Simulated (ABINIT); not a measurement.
Planning a run of ABINIT 10.8.3 on WS2 (Tungstenite). The input:

```
acell 3*1.0 Angstrom
rprim 
  3.216263999992 0.000000000002 0.000000000000
  -1.608131999998 2.785366329270 0.000000000000
  0.000000000000 0.000000000000 12.187795989332
ntypat 2
znucl 74 16
natom 6
typat 1 1 2 2 2 2
xred 
  0.333333333333 0.666666666667 0.250000000000
  0.666666666667 0.333333333333 0.750000000000
  0.333333333333 0.666666666667 0.622038536398
  0.666666666667 0.333333333333 0.122038536398
  0.333333333333 0.666666666667 0.877961463602
  0.666666666667 0.333333333333 0.377961463602
pp_dirpath "pseudos"
pseudos "W.upf, S.upf"
ecut 41
ngkpt 6 6 2
nshiftk 1
shiftk 0 0 0
kptopt 1
chksymbreak 0
nband 30
occopt 1
nstep 60
prtwf 0
optforces 1
optstress 1
ionmov 2
ntime 45
tolmxf 0.0002
tolrff 0.02
indata_prefix "in"
outdata_prefix "out"
tmpdata_prefix "tmp"
```

```sh
OMP_NUM_THREADS=1 mpirun -n 4 abinit run.abi > log
```

Q: Estimate wall time and host memory on 4 MPI ranks of Arm Neoverse V1, shared host.

It took 2.2 min; on shared hardware allow 65 s to 4.4 min. Peak host memory was 0.51 GiB.

[Paths, hosts, dates, memory and timing lines, banners, echoed tables and standing remarks are left out of the program output.]

[Logs are printed without paths, hosts, clocks, repeated set-up lines and the standing remarks that a program may print on its own settings, such as how far it seeks lower states.]

[Runs of the session that timed out or met a known fault of the program may be left out.]

[Hosts, paths, dates, database ids (printed as entryN), source tags and the programs' standing remarks are cut or masked in the printed files.]

[G0W0 gaps are taken among the corrected bands and points alone; a level outside them can change the order at an edge.]

[Where Ansatz stands beside ABINIT at settings called matched, ABINIT's density can come from a denser mesh and the files from another edition; pairs whose starting gaps differed by over 0.03 eV were left out, so agreement reads better than it is.]
